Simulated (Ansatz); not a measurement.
# BeAsPt (built on the BaAsPd structure): a soft mode frozen in

Aim: this structure of BeAsPt (built on the BaAsPd structure) is to be tested for unstable modes, and one is followed downhill.

Calculated with Ansatz 0.2.0; DFT PBEsol, scalar-relativistic, plane waves, norm-conserving pseudopotentials.

Report form: inputs, costs, results and the conclusion, without the logs.

The structure was built from a prototype and need not be the compound's stable phase.

**1. The system as given**

Symmetry: P-6m2, No. 187, hexagonal system. Conventional cell: a = 4.258 Å, b = 4.258 Å, c = 2.728 Å, α = 90.00°, β = 90.00°, γ = 120.00°. Nearest to Be lie 2 Be at 2.73 Å and 6 As at 2.81 Å and 6 Pt at 2.81 Å. As has 3 Pt at 2.46 Å and 2 As at 2.73 Å and 6 Be at 2.81 Å nearest. Nearest to Pt lie 3 As at 2.46 Å and 2 Pt at 2.73 Å and 6 Be at 2.81 Å. Farther neighbours, and contacts between anions beyond the nearest, are not listed.

**2. Response at finite wavevector**

Stability and thermal properties need the whole zone. Linear response on a 2×2×2 q mesh gives force constants as far as a supercell of that size would.

input.yaml reads:

```yaml
crystal:
  lattice:
    - [4.2575090734, 3.7067e-06, 0.0]
    - [-2.1287577467, 3.6871091611, 0.0]
    - [0.0, 0.0, 2.7283165656]
  atoms:
    - { symbol: Be, position: [0.0, 0.0, 0.0] }
    - { symbol: As, position: [0.6666666667, 0.3333333333, 0.5] }
    - { symbol: Pt, position: [0.3333333333, 0.6666666667, 0.5] }
kpoints:
  mp_grid: { grid: [12, 12, 16] }
hamiltonian:
  xc: pbesol
  pseudopotentials: { kind: nc }
scf:
  occupations: { method: methfessel_paxton, width: 0.2 }
output:
  eigenvalues: true
phonons:
  method: dfpt
  qmesh: [2, 2, 2]
  temperatures: { t_max: 1000, t_step: 50 }
  qpath:
    path:
      - [[0.0, 0.0, 0.0], [0.5, 0.0, 0.0], [0.33333333, 0.33333333, 0.0], [0.0, 0.0, 0.0], [0.0, 0.0, 0.5], [0.5, 0.0, 0.5], [0.33333333, 0.33333333, 0.5], [0.0, 0.0, 0.5]]
      - [[0.5, 0.0, 0.5], [0.5, 0.0, 0.0]]
      - [[0.33333333, 0.33333333, 0.5], [0.33333333, 0.33333333, 0.0]]
    npoints: 10
```

Run with:

```console
ansatz run input.yaml --threads 8 --pin off --max-ram 14336MiB --backend cpu --events-out ev --progress --plain --runs-dir out
```

Wall time 3.8 min (8 threads of AMD EPYC 9R45, shared host); peak memory 5.5 GiB.

Read from the output:

| Quantity | Value |
| --- | --- |
| volume per atom | 14.28 Å³ |
| gap on the k-mesh | 0 eV |
| sum-rule residual before enforcement | 1.11e-4 eV/Å² |
| lowest frequency on the path | -231.0 cm⁻¹ |
| point group | -6m2 |
| highest frequency on path, mesh or solved points | 242.7 cm⁻¹ |
| highest optical mode at the zone centre (no LO-TO term) | 204.9 cm⁻¹ |
| lowest optical zone-centre mode | -148.7 cm⁻¹ |
| lowest mode on the q mesh (acoustic modes at Γ apart) | -226.1 cm⁻¹ |

Frequencies (cm⁻¹) solved at each irreducible wavevector; negative means imaginary. Frequencies by wavevector, by row:

| q in reciprocal lattice units | star | mode 1 | mode 2 | mode 3 | mode 4 | mode 5 | mode 6 | mode 7 | mode 8 | mode 9 |
| --- | --- | --- | --- | --- | --- | --- | --- | --- | --- | --- |
| 0 0 0 | 1 | -148.7 | -148.7 | -140.6 | 0 | 0 | 0 | 82.7 | 204.9 | 204.9 |
| 0 0 -0.5 | 1 | -195.7 | -170.5 | -170.5 | 19.7 | 19.7 | 162.1 | 172.9 | 176.2 | 176.2 |
| 0 -0.5 0 | 3 | -178.2 | -152.4 | -24.9 | 6.1 | 35.3 | 58 | 101 | 228.8 | 242.7 |
| 0 -0.5 -0.5 | 3 | -226.1 | -155 | -35 | -29.7 | -10.7 | 132 | 174.8 | 218.7 | 237.3 |

Interpolated from a 2×2×2 q mesh, rough between the solved points. The phonon branches at the labelled points (cm⁻¹):

| point | branch 1 | branch 2 | branch 3 | branch 4 | branch 5 | branch 6 | branch 7 | branch 8 | branch 9 |
| --- | --- | --- | --- | --- | --- | --- | --- | --- | --- |
| Γ | -149 | -149 | -141 | 0 | 0 | 0 | 83 | 205 | 205 |
| halfway | -168 | -146 | -107 | -17 | 35 | 70 | 96 | 217 | 218 |
| M | -178 | -152 | -25 | 6 | 35 | 58 | 101 | 229 | 243 |
| halfway | -159 | -153 | -52 | -26 | 33 | 57 | 104 | 229 | 240 |
| K | -154 | -121 | -94 | -39 | -27 | 56 | 112 | 228 | 241 |
| halfway | -164 | -147 | -108 | -19 | 64 | 66 | 96 | 217 | 223 |
| Γ | -149 | -149 | -141 | 0 | 0 | 0 | 83 | 205 | 205 |
| halfway | -160 | -160 | -130 | 12 | 12 | 54 | 128 | 191 | 191 |
| A | -196 | -170 | -170 | 20 | 20 | 162 | 173 | 176 | 176 |
| halfway | -217 | -163 | -112 | -17 | 53 | 124 | 174 | 199 | 218 |
| L | -226 | -155 | -35 | -30 | -11 | 132 | 175 | 219 | 237 |
| halfway | -229 | -143 | -86 | -48 | 90 | 137 | 175 | 213 | 240 |
| H | -231 | -131 | -98 | -58 | 105 | 146 | 175 | 208 | 242 |
| halfway | -221 | -157 | -102 | -54 | 77 | 123 | 174 | 201 | 224 |
| A | -196 | -170 | -170 | 20 | 20 | 162 | 173 | 176 | 176 |
| jump to L | -226 | -155 | -35 | -30 | -11 | 132 | 175 | 219 | 237 |
| halfway | -167 | -166 | -99 | -17 | 72 | 113 | 123 | 224 | 235 |
| M | -178 | -152 | -25 | 6 | 35 | 58 | 101 | 229 | 243 |
| jump to H | -231 | -131 | -98 | -58 | 105 | 146 | 175 | 208 | 242 |
| halfway | -177 | -126 | -123 | 9 | 99 | 109 | 122 | 218 | 238 |
| K | -154 | -121 | -94 | -39 | -27 | 56 | 112 | 228 | 241 |

Symmetry leaves 4 wavevectors to solve. The lowest mode among them, the acoustic zeros apart, lies at q = (0, -0.5, -0.5) and is imaginary, 226.1i cm⁻¹, so the energy falls along it. Between them the interpolated path dips to 231i cm⁻¹.

**3. The mode frozen in, largest atomic shift 0 Å**

The mode followed lies at q = (0, 0, -0.5) with frequency 195.7i cm⁻¹, one of the unstable modes though not the softest. At small amplitude the pattern taken leaves space group no. 187 by a symmetry search on the positions. The undistorted cell that holds it gives the zero of energy on the same k mesh.

System of this step: BeAsPt (built on the BaAsPd structure). Symmetry: P-6m2, No. 187, hexagonal system. The conventional cell has a = 4.258 Å, b = 4.258 Å, c = 2.728 Å, α = 90.00°, β = 90.00°, γ = 120.00°. Be has 2 Be at 2.73 Å and 6 As at 2.81 Å and 6 Pt at 2.81 Å nearest. Nearest to As lie 3 Pt at 2.46 Å and 2 As at 2.73 Å and 6 Be at 2.81 Å. Pt has 3 As at 2.46 Å and 2 Pt at 2.73 Å and 6 Be at 2.81 Å nearest. Farther neighbours, and contacts between anions beyond the nearest, are not listed.

input.yaml reads:

```yaml
crystal:
  lattice:
    - [2.1287577467, -3.6871091611, 0.0]
    - [-2.1287513266, -3.6871128677, 0.0]
    - [0.0, 0.0, -5.4566331311]
  atoms:
    - { symbol: Be, position: [1.0, 1.0, 0.5] }
    - { symbol: Be, position: [1.0, 1.0, 1.0] }
    - { symbol: As, position: [0.3333333333, 0.3333333333, 0.25] }
    - { symbol: As, position: [0.3333333333, 0.3333333333, 0.75] }
    - { symbol: Pt, position: [0.6666666667, 0.6666666667, 0.25] }
    - { symbol: Pt, position: [0.6666666667, 0.6666666667, 0.75] }
kpoints:
  mp_grid: { grid: [9, 9, 8] }
hamiltonian:
  xc: pbesol
  pseudopotentials: { kind: nc }
scf:
  occupations: { method: methfessel_paxton, width: 0.2 }
output:
  forces: true
  stress: true
  eigenvalues: true
```

Wall time 2.5 s (8 threads); peak memory 1.3 GiB; 19 s of CPU time.

This step gave:

- pressure: 0.07973 GPa
- energy from the undistorted cell: 0 meV/atom

The run ends at a pressure of 0.08 GPa.

**4. The mode frozen in, largest atomic shift 0.14 Å**

The atoms are moved along the unstable eigenvector, the largest shift by 0.14 Å, with the cell fixed.

input.yaml reads:

```yaml
crystal:
  lattice:
    - [2.1287577467, -3.6871091611, 0.0]
    - [-2.1287513266, -3.6871128677, 0.0]
    - [0.0, 0.0, -5.4566331311]
  atoms:
    - { symbol: Be, position: [1.0, 1.0, 0.5] }
    - { symbol: Be, position: [1.0, 1.0, 1.0] }
    - { symbol: As, position: [0.3333333333, 0.3333333333, 0.2756568467] }
    - { symbol: As, position: [0.3333333333, 0.3333333333, 0.7243431533] }
    - { symbol: Pt, position: [0.6666666667, 0.6666666667, 0.2500787415] }
    - { symbol: Pt, position: [0.6666666667, 0.6666666667, 0.7499212585] }
kpoints:
  mp_grid: { grid: [9, 9, 8] }
hamiltonian:
  xc: pbesol
  pseudopotentials: { kind: nc }
scf:
  occupations: { method: methfessel_paxton, width: 0.2 }
output:
  forces: true
  stress: true
  eigenvalues: true
  write_density: true
  write_potential: true
  elf: true
  volumetric_format: npy
```

It took 4.2 s on 8 threads; peak memory 1.3 GiB; 32 s of CPU time.

Numbers from this step:

```
pressure                         : 0.8989 GPa
energy from the undistorted cell : -12.90 meV/atom
```

The energy, extrapolated to zero smearing, is -12.90 meV/atom against the undistorted cell.

The run ends at a pressure of 0.90 GPa, with forces up to 0.098 eV/Å.

**5. Energy along the mode, all amplitudes (two of the runs are shown above)**

An imaginary frequency means negative curvature, so the energy should fall and then rise again as anharmonic terms take over.

This step gave:

- depth at the lowest point sampled: 12.90 meV/atom
- largest atomic shift at that point: 0.14 Å

Energy from the parent against largest atomic shift:

| largest atomic shift (Å) | energy from the parent (meV/atom) |
| --- | --- |
| 0.0000 | 0 |
| 0.0400 | -2.83 |
| 0.0800 | -8.67 |
| 0.1400 | -12.9 |
| 0.2200 | 9.20 |

Displacement at unit largest shift by atom:

| atom | x (Å) | y (Å) | z (Å) | size |
| --- | --- | --- | --- | --- |
| Be1 | 0.00 | 0.00 | 0.00 | 0.00 |
| Be2 | 0.00 | 0.00 | 0.00 | 0.00 |
| As3 | 0.00 | 0.00 | -1.00 | 1.00 |
| As4 | 0.00 | 0.00 | 1.00 | 1.00 |
| Pt5 | 0.00 | 0.00 | 0.00 | 0.00 |
| Pt6 | 0.00 | 0.00 | 0.00 | 0.00 |

The lowest step is at 0.14 Å, 12.9 meV/atom below the parent, and the energy rises beyond it.

**6. Relaxing from the distorted cell**

Starting from the lowest point found, all atoms and the cell are let go, so that strain and other modes of the same symmetry can join in.

Changes to input.yaml since step 4:

```diff
@@ -23,5 +23,6 @@
   eigenvalues: true
-  write_density: true
-  write_potential: true
-  elf: true
-  volumetric_format: npy
+relax:
+  adjacent_minimum: "off"
+  f_tol: 0.002
+  max_steps: 120
+  cell: { stress_tol: 0.03 }
```

The job ended after 21 s (8 threads; peak memory 1.4 GiB; 2.7 min of CPU time).

Relaxation path:

| step | energy less that of the first step (eV) | largest force component (eV/Å) | pressure (GPa) | volume (Å³) |
| --- | --- | --- | --- | --- |
| 1 | 0.0000 | 0.0980 | 0.90 | 85.66 |
| 2 | -0.0001 | 0.0345 | -0.99 | 86.81 |
| 3 | 0.0015 | 0.2040 | 0.54 | 85.78 |
| 4 | -0.0028 | 0.0160 | -0.38 | 86.42 |
| 5 | -0.0036 | 0.0079 | -0.03 | 86.17 |
| 6 | -0.0036 | 0.0010 | 0.00 | 86.16 |
| 7* | -0.0036 | 0.0010 | 0.00 | 86.16 |

Relaxation steps marked * repeat the geometry before them on a plane-wave basis chosen anew for their cell, so energy and pressure can jump there. Relaxation step 3 was tried and not accepted.

Forces are held to the 12 operations that the program found; a distortion that breaks them can't arise in this run.

| conventional cell, symmetrised | before | after | change |
| --- | --- | --- | --- |
| a (Å) | 4.258 | 4.257 | -0.0 % |
| b (Å) | 4.258 | 4.257 | -0.0 % |
| c (Å) | 5.457 | 5.491 | +0.6 % |
| volume (Å³/atom) | 14.28 | 14.36 | +0.6 % |

The relaxed structure:

```xyz
6
Lattice="2.1283 -3.6864 0.0000 -2.1283 -3.6864 0.0000 0.0000 0.0000 -5.4907" Properties=species:S:1:pos:R:3 pbc="T T T"
Be    0.0000   -7.3727   -2.7454
Be    0.0000   -7.3727   -5.4907
As    0.0000   -2.4576   -1.5115
As    0.0000   -2.4576   -3.9792
Pt    0.0000   -4.9152   -1.3719
Pt    0.0000   -4.9152   -4.1189
```

This step gave:

```
pressure        : -8.77e-4 GPa
volume per atom : 14.36 Å³
```

The distorted start has space group P-6m2; the relaxation ends in P-6m2.

**7. The new phase in its own primitive cell**

The relaxed structure is symmetrised, reduced to its primitive cell and relaxed tightly, as its phonons need.

input.yaml, the sections that differ from step 6:

```yaml
crystal:
  lattice:
    - [4.2566518496, 0.0, 0.0]
    - [-2.1283259248, 3.6863686368, 0.0]
    - [0.0, 0.0, 5.4907258006]
  atoms:
    - { symbol: Be, position: [0.0, 0.0, 0.5] }
    - { symbol: Be, position: [0.0, 0.0, 0.0] }
    - { symbol: As, position: [0.6666666667, 0.3333333333, 0.7247113702] }
    - { symbol: As, position: [0.6666666667, 0.3333333333, 0.2752886298] }
    - { symbol: Pt, position: [0.3333333333, 0.6666666667, 0.7501512594] }
    - { symbol: Pt, position: [0.3333333333, 0.6666666667, 0.2498487406] }
relax:
  adjacent_minimum: "off"
  f_tol: 0.001
  max_steps: 60
  cell: { stress_tol: 0.01 }
# kpoints, hamiltonian, scf, output: as in step 6
```

Elapsed: 13 s, on 8 threads; peak memory 1.4 GiB; 1.7 min of CPU time.

Little changed from the start: no atom moved by 0.005 Å and no cell edge by 0.1 %.

Read from the output:

```
pressure : -7.93e-5 GPa
```

The largest force component left is 0.028 meV/Å and the pressure is 0.000 GPa, within the tolerances set. The cell now holds 14.36 Å³/atom.

**8. Modes of the new phase, k-mesh 9×9×8**

A relaxed structure may still be a saddle point, so its zone-centre modes are computed. No field response is asked, since the mesh shows no gap.

input.yaml, the sections that differ from step 7:

```yaml
crystal:
  lattice:
    - [4.2566219972, 0.0, 0.0]
    - [-2.1283109986, 3.6863427839, 0.0]
    - [0.0, 0.0, 5.4907763252]
  atoms:
    - { symbol: Be, position: [0.0, 0.0, 0.5] }
    - { symbol: Be, position: [0.0, 0.0, 0.0] }
    - { symbol: As, position: [0.6666666667, 0.3333333333, 0.7247099966] }
    - { symbol: As, position: [0.6666666667, 0.3333333333, 0.2752900034] }
    - { symbol: Pt, position: [0.3333333333, 0.6666666667, 0.7501605389] }
    - { symbol: Pt, position: [0.3333333333, 0.6666666667, 0.2498394611] }
output:
  eigenvalues: true
phonons:
  method: dfpt
# kpoints, hamiltonian, scf: as in step 7
# relax: removed
```

The job ended after 1.9 min (8 threads; peak memory 7.9 GiB).

Numbers from this step:

| Item | Value |
| --- | --- |
| sum-rule residual before enforcement | 3.41e-5 eV/Å² |
| highest optical mode at the zone centre (no LO-TO term) | 211.6 cm⁻¹ |
| lowest optical zone-centre mode | -166.0 cm⁻¹ |

Patterns of degenerate modes are one choice out of their space. Modes at Γ, with each element's share of the kinetic energy (negative means imaginary):

| mode | frequency (cm⁻¹) | symmetry | Be % | As % | Pt % |
| --- | --- | --- | --- | --- | --- |
| 1 | -166.0 | E' | 99 | 0 | 1 |
| 2 | -166.0 | E' | 99 | 0 | 1 |
| 3 | -162.2 | A2'' | 95 | 0 | 5 |
| 4 | -105.0 | E' | 95 | 0 | 5 |
| 5 | -105.0 | E' | 95 | 0 | 5 |
| 6 | 0.0 | acoustic | 3 | 27 | 70 |
| 7 | 0.0 | acoustic | 3 | 27 | 70 |
| 8 | 0.0 | acoustic | 3 | 27 | 70 |
| 9 | 13.6 | E'' | 0 | 23 | 77 |
| 10 | 13.6 | E'' | 0 | 23 | 77 |
| 11 | 90.1 | A2'' | 2 | 73 | 25 |
| 12 | 166.3 | A2'' | 100 | 0 | 0 |
| 13 | 169.4 | A1' | 0 | 0 | 100 |
| 14 | 176.4 | E'' | 0 | 77 | 23 |
| 15 | 176.4 | E'' | 0 | 77 | 23 |
| 16 | 206.0 | E' | 3 | 73 | 24 |
| 17 | 206.0 | E' | 3 | 73 | 24 |
| 18 | 211.6 | A1' | 0 | 100 | 0 |

Displacements in mode 2 (-166.0 cm⁻¹), the largest set to 1:
```
Be1 -0.28  0.00  0.00
Be2  1.00  0.00  0.00
As3  0.00  0.00  0.00
As4  0.00  0.00  0.00
Pt5 -0.02  0.00  0.00
Pt6 -0.02  0.00  0.00
```

Displacements in mode 18 (211.6 cm⁻¹), the largest set to 1:
```
Be1  0.00  0.00  0.00
Be2  0.00  0.00  0.00
As3  0.00  0.00  1.00
As4  0.00  0.00 -1.00
Pt5  0.00  0.00  0.03
Pt6  0.00  0.00 -0.03
```

Before it was imposed, the acoustic sum rule was missed by 3.4e-5 eV/Å². Small misses are needed for a sound result but don't prove that mesh and cutoff are converged. The lowest optical mode is imaginary, 166.0i cm⁻¹, so the energy falls along it.

**9. The phases reached**

The phases reached along the modes that were followed are set side by side.

Energies are those of the first relaxation, on the mesh of the frozen mode; space group, volume and gap are those of the last relaxation. Phases, by row:

| mode frozen in | space group | energy from parent (meV/atom) | volume (Å³/atom) | gap on mesh (eV) | lowest zone-centre optical mode (cm⁻¹) | largest shift (Å) |
| --- | --- | --- | --- | --- | --- | --- |
| parent | P-6m2 | 0 | 14.28 | 0 | – | – |
| q = (0, -0.5, -0.5), 226i cm⁻¹ | Imm2 | -257.4 | 14.76 | 0 | 53.4 | 0.448 |
| q = (0, 0, -0.5), 196i cm⁻¹ | P-6m2 | -13.53 | 14.36 | 0 | -166 | 0.139 |

**10. Results**

- unstable mode of the parent: q = (0, 0, -0.5), 196i cm⁻¹
- depth at the lowest point sampled: 12.9 meV/atom
- largest atomic shift at that point: 0.14 Å
- space group reached: P-6m2
- energy gained over the parent (first relaxation, on the mesh of the frozen mode): 13.5 meV/atom
- volume per atom, phase reached: 14.4 Å³
- lowest optical zone-centre mode, phase reached: -166 cm⁻¹
- highest optical mode at the zone centre (no LO-TO term), phase reached: 212 cm⁻¹

What this shows: Along this mode the structure falls into P-6m2, 13.5 meV/atom below the parent. At the parent's cell the well is 12.90 meV/atom deep on the steps tried, with its lowest point at a shift of 0.14 Å. Relaxing atoms and cell changes the gain by +0.63 meV/atom against the lowest step (energies at zero smearing). The end point has the space group of the parent. The new phase still has an imaginary mode at the zone centre of its cell, so it is a saddle point on the way to a lower structure. Of the 2 patterns followed from this parent, this one ends 244 meV/atom above the lowest, Imm2. Each path keeps the symmetry of its pattern, so a lower phase may lie along a pattern not tried. The q mesh stands for a supercell only 5.5 Å across, so branches between the solved wavevectors are rough. With no gap, or one that is small against the smearing, the frequencies hang on the k mesh and the smearing, most of all near Kohn anomalies. The phonon runs are without spin polarisation, although the cell has an odd electron count. Spin-orbit coupling is left out, which can matter for the heavy elements here. The starting cell was built on a prototype and not taken from a measurement, so the phase need not exist.

[Long decimals in the printed logs are rounded to 6 places.]

[Logs are printed without paths, hosts, clocks, repeated set-up lines and the standing remarks that a program may print on its own settings, such as how far it seeks lower states.]

[Hosts, paths, dates, database ids (printed as entryN), source tags and the programs' standing remarks are cut or masked in the printed files.]

[Where the starting crystal was built by hand or by swapping elements, it need not be the compound's stable phase.]
